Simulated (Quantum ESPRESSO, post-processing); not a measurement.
# 1T-SnSe2, 2 layers, AA stacking: a series in biaxial strain, part 2 of 2

Aim: how the results for 1T-SnSe2, 2 layers, AA stacking change with biaxial strain.

Quantum ESPRESSO 7.5; plane-wave DFT, PBE, GBRV ultrasoft pseudopotentials.

So far. Step 7 (Relaxing the ions, -3 %): The relaxation lowers the energy by 6 meV an atom. Step 9 (Relaxation with pw.x, 3 %): The relaxation lowers the energy by 5 meV an atom.

### 10. Self-consistent run, 3 %

Level of this step: plane-wave DFT, PBE, GBRV ultrasoft pseudopotentials (Quantum ESPRESSO 7.5).

m7.scf.in reads:

```
&control
  prefix = 'm7.scf'
  outdir = './out'
  pseudo_dir = './pseudo'
  calculation = 'scf'
  tprnfor = .true.
/
&system
  ibrav = 0
  nat = 6
  ntyp = 2
  ecutwfc = 40
  ecutrho = 200
  occupations = 'smearing'
  smearing = 'fd'
  degauss = 0.002
  nbnd = 30
/
&electrons
  conv_thr = 1e-09
  mixing_beta = 0.4
  electron_maxstep = 120
  mixing_mode = 'plain'
/
ATOMIC_SPECIES
  Se  78.9710  se_pbe_v1.uspp.F.UPF
  Sn  118.7100  sn_pbe_v1.4.uspp.F.UPF
CELL_PARAMETERS angstrom
  3.92622267319000 0.00000000000000 0.00000000000000
  -1.96311133711000 3.40020857625000 0.00000000000000
  0.00000000000000 0.00000000000000 22.42097808600000
ATOMIC_POSITIONS crystal
  Se  0.666666666700 0.333333333300 0.301068850600
  Sn  0.000000000000 0.000000000000 0.370909137700
  Se  0.333333333300 0.666666666700 0.440898349500
  Se  0.666666666700 0.333333333300 0.559101650500
  Sn  0.000000000000 0.000000000000 0.629090862300
  Se  0.333333333300 0.666666666700 0.698931149400
K_POINTS automatic
  12 12 1 0 0 0
```

Run with:

```console
$ OMP_NUM_THREADS=1 mpirun -n 8 pw.x -nk 8 -in m7.scf.in > m7.scf.out
```

Elapsed: 26 s, on 8 MPI ranks of Arm Neoverse V2, shared host; peak memory 1.1 GiB; 3.5 min of CPU time.

Read from the output:

| Property | Result |
| --- | --- |
| free energy | -6708.0006 eV |
| Fermi energy | 0.9009 eV |
| valence top, on the run's zero | 0.5430 eV |
| conduction bottom, on the run's zero | 1.214 eV |
| gap by band count | 0.6713 eV |

### 11. Relaxation with pw.x, 4 %

Level of this step: plane-wave DFT, PBE-D3(BJ), GBRV ultrasoft pseudopotentials (Quantum ESPRESSO 7.5).

m8.relax.in reads:

```
&control
  prefix = 'm8.relax'
  outdir = './out'
  pseudo_dir = './pseudo'
  nstep = 40
  forc_conv_thr = 0.0003
  calculation = 'relax'
  tstress = .true.
/
&system
  ibrav = 0
  nat = 6
  ntyp = 2
  ecutwfc = 50
  ecutrho = 250
  vdw_corr = 'grimme-d3'
  dftd3_version = 4
  occupations = 'smearing'
  smearing = 'fd'
  degauss = 0.002
/
&electrons
  conv_thr = 1e-09
  mixing_beta = 0.4
  electron_maxstep = 120
  mixing_mode = 'plain'
/
&ions
/
ATOMIC_SPECIES
  Se  78.9710  se_pbe_v1.uspp.F.UPF
  Sn  118.7100  sn_pbe_v1.4.uspp.F.UPF
CELL_PARAMETERS angstrom
  3.96434133992000 0.00000000000000 0.00000000000000
  -1.98217067048000 3.43322031000000 0.00000000000000
  0.00000000000000 0.00000000000000 22.42097808600000
ATOMIC_POSITIONS crystal
  Se  0.666666666700 0.333333333300 0.293070285400
  Sn  0.000000000000 0.000000000000 0.364627276000
  Se  0.333333333300 0.666666666700 0.436224153600
  Se  0.666666666700 0.333333333300 0.563775846400
  Sn  0.000000000000 0.000000000000 0.635372724000
  Se  0.333333333300 0.666666666700 0.706929714600
K_POINTS automatic
  12 12 1 0 0 0
```

Run with:

```console
$ OMP_NUM_THREADS=1 mpirun -n 8 pw.x -nk 8 -in m8.relax.in > m8.relax.out
```

It took 12 min on 8 MPI ranks; peak memory 1.8 GiB.

Step by step:

| step | energy less that of the first step (eV) | largest force (eV/Å) |
| --- | --- | --- |
| 1 | 0.0000 | 0.4079 |
| 2 | -0.0103 | 0.3434 |
| 3 | -0.0196 | 0.2738 |
| 4 | -0.0294 | 0.1721 |
| 5 | -0.0351 | 0.0415 |
| 6 | -0.0352 | 0.0371 |
| 7 | -0.0354 | 0.0414 |
| 8 | -0.0357 | 0.0476 |
| 9 | -0.0362 | 0.0544 |
| 10 | -0.0369 | 0.0625 |
| 11 | -0.0380 | 0.0723 |
| 12 | -0.0395 | 0.0840 |
| 13 | -0.0418 | 0.0979 |
| 14 | -0.0448 | 0.1134 |
| 15 | -0.0488 | 0.1287 |
| 16 | -0.0529 | 0.1376 |
| 17 | -0.0546 | 0.1406 |
| 18 | -0.0553 | 0.1139 |
| 19 | -0.0564 | 0.0569 |
| 20 | -0.0567 | 0.0022 |

The atoms that moved most (Å):

| atom | dx | dy | dz | length |
| --- | --- | --- | --- | --- |
| Se1 | 0.000 | 0.000 | 0.255 | 0.255 |
| Se6 | 0.000 | 0.000 | -0.255 | 0.255 |
| Sn5 | 0.000 | 0.000 | -0.203 | 0.203 |
| Sn2 | 0.000 | 0.000 | 0.203 | 0.203 |
| Se4 | 0.000 | 0.000 | -0.155 | 0.155 |
| Se3 | 0.000 | 0.000 | 0.155 | 0.155 |

The relaxed structure:

```cif
data_structure
_symmetry_space_group_name_H-M 'P 1'
_symmetry_Int_Tables_number 1
_cell_length_a 3.9643
_cell_length_b 3.9643
_cell_length_c 22.4210
_cell_angle_alpha 90.000
_cell_angle_beta 90.000
_cell_angle_gamma 120.000
_cell_volume 305.16
loop_
_atom_site_label
_atom_site_type_symbol
_atom_site_fract_x
_atom_site_fract_y
_atom_site_fract_z
_atom_site_occupancy
Se1 Se 0.66667 0.33333 0.30444 1
Sn2 Sn 0.00000 0.00000 0.37366 1
Se3 Se 0.33333 0.66667 0.44313 1
Se4 Se 0.66667 0.33333 0.55687 1
Sn5 Sn 0.00000 0.00000 0.62634 1
Se6 Se 0.33333 0.66667 0.69556 1
```

The relaxation lowers the energy by 9 meV an atom.

This step gave:

```
free energy  : -6709.8608 eV
Fermi energy : 0.8289 eV
```

### 12. SCF with pw.x, 4 %

Level of this step: plane-wave DFT, PBE, GBRV ultrasoft pseudopotentials (Quantum ESPRESSO 7.5).

m8.scf.in reads:

```
&control
  prefix = 'm8.scf'
  outdir = './out'
  pseudo_dir = './pseudo'
  calculation = 'scf'
  tprnfor = .true.
/
&system
  ibrav = 0
  nat = 6
  ntyp = 2
  ecutwfc = 40
  ecutrho = 200
  occupations = 'smearing'
  smearing = 'fd'
  degauss = 0.002
  nbnd = 30
/
&electrons
  conv_thr = 1e-09
  mixing_beta = 0.4
  electron_maxstep = 120
  mixing_mode = 'plain'
/
ATOMIC_SPECIES
  Se  78.9710  se_pbe_v1.uspp.F.UPF
  Sn  118.7100  sn_pbe_v1.4.uspp.F.UPF
CELL_PARAMETERS angstrom
  3.96434133992000 0.00000000000000 0.00000000000000
  -1.98217067048000 3.43322031000000 0.00000000000000
  0.00000000000000 0.00000000000000 22.42097808600000
ATOMIC_POSITIONS crystal
  Se  0.666666666700 0.333333333300 0.304441457400
  Sn  0.000000000000 0.000000000000 0.373661976600
  Se  0.333333333300 0.666666666700 0.443127754300
  Se  0.666666666700 0.333333333300 0.556872245700
  Sn  0.000000000000 0.000000000000 0.626338023400
  Se  0.333333333300 0.666666666700 0.695558542600
K_POINTS automatic
  12 12 1 0 0 0
```

Run with:

```console
$ OMP_NUM_THREADS=1 mpirun -n 8 pw.x -nk 8 -in m8.scf.in > m8.scf.out
```

The job ended after 23 s (8 MPI ranks; peak memory 1.1 GiB; 3 min of CPU time).

Read from the output:

```
free energy                          : -6707.9573 eV
Fermi energy                         : 0.8291 eV
valence top, on the run's zero       : 0.4867 eV
conduction bottom, on the run's zero : 1.130 eV
gap by band count                    : 0.6432 eV
```

### 13. The series side by side

The series in one table, energies over the lowest:

| biaxial strain | energy (eV) | gap along the path (eV) | lower vacuum level over that top (eV) |
| --- | --- | --- | --- |
| -4 % | 0.2769 | 0.3051 | 5.434 |
| -3 % | 0.1642 | 0.389 | 5.563 |
| -2 % | 0.0825 | 0.4614 | 5.684 |
| -1 % | 0.0297 | 0.532 | 5.796 |
| 0 % | 0.0029 | 0.602 | 5.888 |
| 1 % | 0.0000 | 0.67 | 5.971 |
| 2 % | 0.0181 | 0.6804 | 6.016 |
| 3 % | 0.0555 | 0.6422 | 5.979 |
| 4 % | 0.1087 | 0.6118 | 5.928 |

### 14. Worked from the printed numbers

A parabola through the energies within ±2 % has E = 118.39 eV × ε² -1.586 eV × ε; for the curvature, over A = 12.584 Å² this is 118.39 × 1/12.584 × 16.02 = 151 N/m.

### 15. Summary of results

```
C11 + C12                                            : 151 N/m
gap along the path, at -4 % and at 4 %               : 0.31, 0.61 eV
lower vacuum level over that top, at -4 % and at 4 % : 5.43, 5.93 eV
```

In words: The series holds 9 members; C11 + C12: 151 N/m (PBE, GBRV ultrasoft; energies at PBE-D3(BJ), GBRV ultrasoft). The energy is lowest at +0.7 % strain. From -4 % to 4 % the gap along the path goes from 0.31 to 0.61 eV by way of 0.68 at 2 %. From -4 % to 4 % the lower vacuum level over that top goes from 5.43 to 5.93 eV by way of 6.02 at 2 %. Semilocal gaps are too small; the 1×1 cell can't ripple over many cells under compression as a free sheet would. No spin-orbit coupling.

[Logs are printed without paths, hosts, clocks, repeated set-up lines and the standing remarks that a program may print on its own settings, such as how far it seeks lower states.]

[Hosts, paths, dates, database ids (printed as entryN), source tags and the programs' standing remarks are cut or masked in the printed files.]

[Maps of the electrostatic potential energy from Ansatz leave out the sawtooth potential of an applied field or a dipole correction, so their vacuum need not be flat; planar profiles and work functions include it.]
